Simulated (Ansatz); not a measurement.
# V(100) with 4 thermally displaced layers, 2x2: scattering by thermal displacements

Aim: the resistivity of V at 80 K from frozen thermal displacements between perfect leads. The measured value for the pure metal at this temperature is 2.41 µΩ cm (CRC Handbook of Chemistry and Physics, 84th ed., 2003, Electrical Resistivity of Pure Metals).

Program: Ansatz 0.2.0. Level of theory: Ansatz plane-wave DFT, PBE, PAW files; ballistic transport by layer matching (Landauer), zero bias; PAW set soft_1. Results are calculated unless marked as measured.

Report form: the programs' logs are mostly left out.

### 1. Set-up

The cell holds 56 atoms: 56 V. Its edges and angles: a = 6.052 Å, b = 6.052 Å, c = 21.182 Å, α = 90.0°, β = 90.0°, γ = 90.0°. It derives from V. Regions: lead, 40 atoms (40 V); scattering region, 16 atoms (16 V). The structure is stacked along c, and the current runs across the ab planes.

### 2. With 4 displaced layers

Each atom of 4 layers is moved at random, by amounts drawn from a normal law 0.0491 Å wide in each direction from the Debye model (380 K) at 80 K. The layers about the cell's end stay perfect and serve as the lead. Disorder leaves little or no symmetry, which makes such runs dear. Energies from -0.05 to 0.05 eV in steps of 0.05 eV are too few for the program's thermal sum, so it prints no conductance; for a metal the transmission near the Fermi level serves, at a fraction of the cost.

input.yaml reads:

```yaml
crystal:
  lattice:
    - [6.052, 0.0, 0.0]
    - [0.0, 6.052, 0.0]
    - [0.0, 0.0, 21.182]
  atoms:
    - { symbol: V, position: [0.0, 0.0, 0.0357142857] }
    - { symbol: V, position: [0.0, 0.5, 0.0357142857] }
    - { symbol: V, position: [0.5, 0.0, 0.0357142857] }
    - { symbol: V, position: [0.5, 0.5, 0.0357142857] }
    - { symbol: V, position: [0.25, 0.25, 0.1071428571] }
    - { symbol: V, position: [0.25, 0.75, 0.1071428571] }
    - { symbol: V, position: [0.75, 0.25, 0.1071428571] }
    - { symbol: V, position: [0.75, 0.75, 0.1071428571] }
[... 44 atom lines left out ...]
    - { symbol: V, position: [0.25, 0.25, 0.9642857143] }
    - { symbol: V, position: [0.25, 0.75, 0.9642857143] }
    - { symbol: V, position: [0.75, 0.25, 0.9642857143] }
    - { symbol: V, position: [0.75, 0.75, 0.9642857143] }
kpoints:
  mp_grid: { grid: [4, 4, 1] }
hamiltonian:
  xc: pbe
  pseudopotentials: { kind: paw, azcp: { folder: soft_1 } }
scf:
  occupations: { method: fermi_dirac, width: 0.1 }
output:
  transmission: { leads: [[0, 4]], kmesh: [8, 8], e_range: [-0.05, 0.05], de: 0.05 }
  write_potential: true
  write_density: true
  volumetric_format: npy
  elf: true
```

The run is started by

```
ansatz run input.yaml --threads 4 --pin off --max-ram 15360MiB --backend cpu --events-out ev --progress --plain --runs-dir out
```

Wall time 16 min (4 threads of Arm Neoverse V1, shared host); peak memory 6.7 GiB.

This run has no spin polarisation, although V can carry a moment.

Numbers from this step:

- free energy: -163096.1636 eV
- energy at zero smearing: -163094.5154 eV
- Fermi energy: 16.05 eV
- cell area: 36.63 Å²
- transmission per spin nearest the Fermi level: 8.529
- open channels per spin nearest the Fermi level: 10.05
- step of the lead's potential: 1.5 meV

Per spin. Table of transmission, zone mean by energy, zero at the Fermi level:

| energy (eV) | transmission, zone mean |
| --- | --- |
| -0.0500 | 8.72 |
| 0.0000 | 8.53 |
| 0.0500 | 8.13 |

Per spin. Table of open channels, zone mean, lead by energy, zero at the Fermi level:

| energy (eV) | open channels, zone mean, lead |
| --- | --- |
| -0.0500 | 10.5 |
| 0.0000 | 10.0 |
| 0.0500 | 9.42 |

Transmission over k1 and k2. At 0.0000 eV from the Fermi level.

Ten even steps from '0' (3.0) to '9' (12.2):
```
20477740
14699974
27988897
67988897
27988897
14799964
20477740
02125212
```
Columns: k1 (b1) from -0.5 to 0.375; rows upwards: k2 (b2) from -0.5 to 0.375.

Open channels over k1 and k2. At 0.0000 eV from the Fermi level.

Ten even steps from '_' (4.0) to '@' (14.0):
```
::__++%%%%%%++__
::++%%@@@@@@%%++
::%%@@######@@%%
**%%@@######@@%%
::%%@@######@@%%
::++%%@@@@@@%%++
::__++%%%%%%++__
__::::::**::::::
```
Columns: k1 (b1) from -0.5 to 0.375; rows upwards: k2 (b2) from -0.5 to 0.375.

ELF in the ca plane at fractional y = 0.000, with atoms of V within 0.2 Å of it. It is the smooth field of the valence electrons, not physical close to the nuclei.

Values, 9 rows by 16 columns, each cell a mean:
```
0.31 0.58 0.31 0.32 0.58 0.32 0.33 0.62 0.31 0.31 0.59 0.32 0.32 0.58 0.32 0.31
0.42 0.24 0.43 0.42 0.24 0.43 0.38 0.25 0.43 0.41 0.25 0.43 0.40 0.25 0.44 0.41
0.45 0.29 0.46 0.45 0.29 0.45 0.45 0.29 0.47 0.44 0.28 0.46 0.44 0.29 0.46 0.44
0.32 0.48 0.33 0.32 0.48 0.32 0.31 0.49 0.33 0.32 0.52 0.33 0.32 0.48 0.33 0.31
0.31 0.69 0.30 0.32 0.69 0.30 0.32 0.68 0.30 0.32 0.68 0.30 0.32 0.69 0.30 0.32
0.34 0.33 0.35 0.34 0.33 0.36 0.34 0.31 0.36 0.34 0.28 0.37 0.33 0.33 0.37 0.33
0.48 0.36 0.48 0.48 0.36 0.48 0.47 0.39 0.47 0.48 0.38 0.48 0.47 0.36 0.48 0.48
0.37 0.25 0.38 0.37 0.25 0.39 0.37 0.22 0.40 0.36 0.24 0.39 0.36 0.25 0.39 0.35
0.31 0.67 0.30 0.32 0.66 0.31 0.32 0.61 0.30 0.30 0.65 0.31 0.32 0.66 0.30 0.32
```
Columns run along c (16.0 Å, from fractional 0.12 to 0.88 of the cell), rows up along a (6.1 Å). Atoms in or near the plane, at fractional coordinates: V at (0.18, 0.00), V at (0.18, 0.50), V at (0.32, 0.00), V at (0.32, 0.50), V at (0.46, 0.98), V at (0.46, 0.50), V at (0.61, 0.99), V at (0.61, 0.51), V at (0.75, 0.00), V at (0.75, 0.50).

Valence density in the ca plane at fractional y = 0.000, with atoms of V within 0.2 Å of it. It is the smooth field of the valence electrons, not physical close to the nuclei.

Values in e/Å³, 9 rows by 16 columns, each cell a mean:
```
 1  6  1  1  6  1  1  7  1  1  6  1  1  6  0  1
 0  0  0  0  0  0  0  1  0  0  0  0  0  0  0  0
 0  0  0  0  0  0  0  0  0  0  0  0  0  0  0  0
 1  4  0  1  4  0  1  4  0  1  5  0  1  4  0  1
 1 10  1  1 10  1  1 10  1  1  9  1  1 10  1  1
 0  2  0  0  2  0  0  1  0  0  1  0  0  2  0  0
 0  0  0  0  0  0  0  0  0  0  0  0  0  0  0  0
 0  1  0  0  1  0  0  0  0  0  1  0  0  1  0  0
 1  9  1  1  9  1  1  7  0  1  8  1  1  9  1  1
```
Columns run along c (16.0 Å, from fractional 0.12 to 0.88 of the cell), rows up along a (6.1 Å). Atoms in or near the plane, at fractional coordinates: V at (0.18, 0.00), V at (0.18, 0.50), V at (0.32, 0.00), V at (0.32, 0.50), V at (0.46, 0.98), V at (0.46, 0.50), V at (0.61, 0.99), V at (0.61, 0.51), V at (0.75, 0.00), V at (0.75, 0.50).

Electrostatic potential energy in the ca plane at fractional y = 0.000, with atoms of V within 0.2 Å of it. With pseudopotentials it is smooth inside the atoms' cores, unlike the true potential.

Ten even steps from '0' (-24 eV) to '9' (18 eV), each cell a mean:
```
96100069972000599710003899500017996000169971
98511489996213799850026999731158998411589985
99887899999878999986679999987789999878999999
99999999999999999999999999999999999999999999
99999999999999999999999999998899999999999999
99744799997546899985458999853479999744799997
97200279983001699840005999510028997200279983
96000059971000499820002899400017995000069970
96100069972000599830003899500028996000179971
98521489996213799973137999842369998411589985
99877899999878999998789999998899999877899999
99999999999999999999999999999999999999999999
99999999999999999999999999999999999999999999
99754799998546899987679999975589999745799997
97200279983001699951027999610038997200279983
96000059971000489710004899400007995000069960
```
Columns run along c (16.0 Å, from fractional 0.12 to 0.88 of the cell; values clipped at the 3rd and 97th percentile), rows up along a (6.1 Å). Atoms in or near the plane, at fractional coordinates: V at (0.18, 0.00), V at (0.18, 0.50), V at (0.32, 0.00), V at (0.32, 0.50), V at (0.46, 0.98), V at (0.46, 0.50), V at (0.61, 0.99), V at (0.61, 0.51), V at (0.75, 0.00), V at (0.75, 0.50).

Over the solved energies the transmission per spin lies between 8.13 and 8.72, out of 9.98 channels of the lead on average (up to 10.5).

### 3. With 8 displaced layers

Each atom of 8 layers is moved at random, by amounts drawn from a normal law 0.0491 Å wide in each direction from the Debye model (380 K) at 80 K. A fresh draw is used; the growth of the resistance with length is what counts.

System of this step: V(100) with 8 thermally displaced layers, 2x2. The cell holds 72 atoms: 72 V. Its edges and angles: a = 6.052 Å, b = 6.052 Å, c = 27.234 Å, α = 90.0°, β = 90.0°, γ = 90.0°. It derives from V. Regions: lead, 40 atoms (40 V); scattering region, 32 atoms (32 V). The structure is stacked along c, and the current runs across the ab planes.

input.yaml reads:

```yaml
crystal:
  lattice:
    - [6.052, 0.0, 0.0]
    - [0.0, 6.052, 0.0]
    - [0.0, 0.0, 27.234]
  atoms:
    - { symbol: V, position: [0.0, 0.0, 0.0277777778] }
    - { symbol: V, position: [0.0, 0.5, 0.0277777778] }
    - { symbol: V, position: [0.5, 0.0, 0.0277777778] }
    - { symbol: V, position: [0.5, 0.5, 0.0277777778] }
    - { symbol: V, position: [0.25, 0.25, 0.0833333333] }
    - { symbol: V, position: [0.25, 0.75, 0.0833333333] }
    - { symbol: V, position: [0.75, 0.25, 0.0833333333] }
    - { symbol: V, position: [0.75, 0.75, 0.0833333333] }
[... 60 atom lines left out ...]
    - { symbol: V, position: [0.25, 0.25, 0.9722222222] }
    - { symbol: V, position: [0.25, 0.75, 0.9722222222] }
    - { symbol: V, position: [0.75, 0.25, 0.9722222222] }
    - { symbol: V, position: [0.75, 0.75, 0.9722222222] }
kpoints:
  mp_grid: { grid: [4, 4, 1] }
hamiltonian:
  xc: pbe
  pseudopotentials: { kind: paw, azcp: { folder: soft_1 } }
scf:
  occupations: { method: fermi_dirac, width: 0.1 }
output:
  transmission: { leads: [[0, 4]], kmesh: [8, 8], e_range: [-0.05, 0.05], de: 0.05 }
  write_potential: true
  write_density: true
  volumetric_format: npy
```

Elapsed: 22 min, on 4 threads; peak memory 9.5 GiB; 76 min of CPU time.

This step gave:

* free energy: -209694.7706 eV
* energy at zero smearing: -209692.7208 eV
* Fermi energy: 16.06 eV
* transmission per spin nearest the Fermi level: 7.294
* step of the lead's potential: 0.5 meV

Per spin. Transmission, zone mean against energy, zero at the Fermi level:

| energy (eV) | transmission, zone mean |
| --- | --- |
| -0.0500 | 7.46 |
| 0.0000 | 7.29 |
| 0.0500 | 6.97 |

Over the solved energies the transmission per spin lies between 6.97 and 7.46, out of 9.90 channels of the lead on average (up to 10.4).

### 4. With 12 displaced layers

Each atom of 12 layers is moved at random, by amounts drawn from a normal law 0.0491 Å wide in each direction from the Debye model (380 K) at 80 K. A fresh draw is used; the growth of the resistance with length is what counts.

System of this step: V(100) with 12 thermally displaced layers, 2x2. The cell holds 88 atoms: 88 V. Cell: a = 6.052 Å, b = 6.052 Å, c = 33.286 Å, α = 90.0°, β = 90.0°, γ = 90.0°. It derives from V. Regions: lead, 40 atoms (40 V); scattering region, 48 atoms (48 V). The structure is stacked along c, and the current runs across the ab planes.

input.yaml reads:

```yaml
crystal:
  lattice:
    - [6.052, 0.0, 0.0]
    - [0.0, 6.052, 0.0]
    - [0.0, 0.0, 33.286]
  atoms:
    - { symbol: V, position: [0.0, 0.0, 0.0227272727] }
    - { symbol: V, position: [0.0, 0.5, 0.0227272727] }
    - { symbol: V, position: [0.5, 0.0, 0.0227272727] }
    - { symbol: V, position: [0.5, 0.5, 0.0227272727] }
    - { symbol: V, position: [0.25, 0.25, 0.0681818182] }
    - { symbol: V, position: [0.25, 0.75, 0.0681818182] }
    - { symbol: V, position: [0.75, 0.25, 0.0681818182] }
    - { symbol: V, position: [0.75, 0.75, 0.0681818182] }
[... 76 atom lines left out ...]
    - { symbol: V, position: [0.25, 0.25, 0.9772727273] }
    - { symbol: V, position: [0.25, 0.75, 0.9772727273] }
    - { symbol: V, position: [0.75, 0.25, 0.9772727273] }
    - { symbol: V, position: [0.75, 0.75, 0.9772727273] }
kpoints:
  mp_grid: { grid: [4, 4, 1] }
hamiltonian:
  xc: pbe
  pseudopotentials: { kind: paw, azcp: { folder: soft_1 } }
scf:
  occupations: { method: fermi_dirac, width: 0.1 }
output:
  transmission: { leads: [[0, 4]], kmesh: [8, 8], e_range: [-0.05, 0.05], de: 0.05 }
  write_potential: true
  write_density: true
  volumetric_format: npy
```

Wall time 31 min (4 threads); peak memory 7.2 GiB; 1.8 h of CPU time.

Numbers from this step:

```
free energy                                   : -256293.0486 eV
energy at zero smearing                       : -256290.5259 eV
transmission per spin nearest the Fermi level : 6.441
step of the lead's potential                  : 1.8 meV
```

Per spin. Transmission, zone mean against energy, zero at the Fermi level:

| energy (eV) | transmission, zone mean |
| --- | --- |
| -0.0500 | 6.53 |
| 0.0000 | 6.44 |
| 0.0500 | 6.11 |

Over the solved energies the transmission per spin lies between 6.11 and 6.53, out of 9.90 channels of the lead on average (up to 10.4).

### 5. The fit

This step: Ansatz plane-wave DFT, PBE, PAW files; ballistic transport by layer matching (Landauer), zero bias; resistivity from the slope of the area resistance; PAW set soft_1 (Ansatz 0.2.0).

This step gave:

```
resistivity           : 14.91 µΩ cm
intercept             : -0.004982 fΩ m²
scatter about the fit : 1.29e-5 fΩ m²
```

Resistance, by row:

| run | length (Å) | T | channels N | RA (fΩ m²) |
| --- | --- | --- | --- | --- |
| n4 | 6.052 | 8.461 | 9.984 | 0.08526 |
| n8 | 12.1 | 7.239 | 9.901 | 0.1755 |
| n12 | 18.16 | 6.36 | 9.901 | 0.2658 |

Table of area resistance by length of the displaced region:

| length of the displaced region (Å) | area resistance (fΩ m²) |
| --- | --- |
| 6.05 | 0.0853 |
| 12.10 | 0.176 |
| 18.16 | 0.266 |

The area resistance goes from 0.085 to 0.27 fΩ m² between 6.1 and 18.2 Å, a slope of 15 µΩ cm.

By hand from the end points: (0.2658 − 0.08526) fΩ m² / (18.16 − 6.05) Å = 15 µΩ cm, since 1 fΩ m² per Å is 1000 µΩ cm.

### 6. Outcome

- resistivity from the slope: 14.9 µΩ cm
- area resistance over 6.05 Å: 0.0853 fΩ m²
- area resistance over 12.1 Å: 0.176 fΩ m²
- area resistance over 18.2 Å: 0.266 fΩ m²

What this shows: The slope gives 15 µΩ cm. The points scatter by 1.3e-5 fΩ m² about the line, with one random draw a length in a 2x2 cell, so the slope is a rough value. The mean square of the displacements drawn is 0.78, 0.99 and 1.2 of the nominal one at the three lengths; with each resistance scaled back by that, the slope is 9.6 µΩ cm, the value used below. Read with a model of isotropic scattering on a spherical Fermi surface and the lead's 2.1×10¹⁵ S/m², this slope means a mean free path near 40 Å; over these lengths the model's slope is 1.09 times its bulk resistivity, which would be 8.8 µΩ cm. This far under the Debye temperature the model doesn't describe a real metal: frozen displacements count zero-point motion as scattering and turn electrons through all angles, while in the metal the short-wave phonons freeze out. The measured value is 2.41 µΩ cm (CRC Handbook of Chemistry and Physics, 84th ed., 2003, Electrical Resistivity of Pure Metals); the scaled slope is 4.0 times that and the corrected value 3.7: clearly high.

[Logs are printed without paths, hosts, clocks, repeated set-up lines and the standing remarks that a program may print on its own settings, such as how far it seeks lower states.]

[Hosts, paths, dates, database ids (printed as entryN), source tags and the programs' standing remarks are cut or masked in the printed files.]
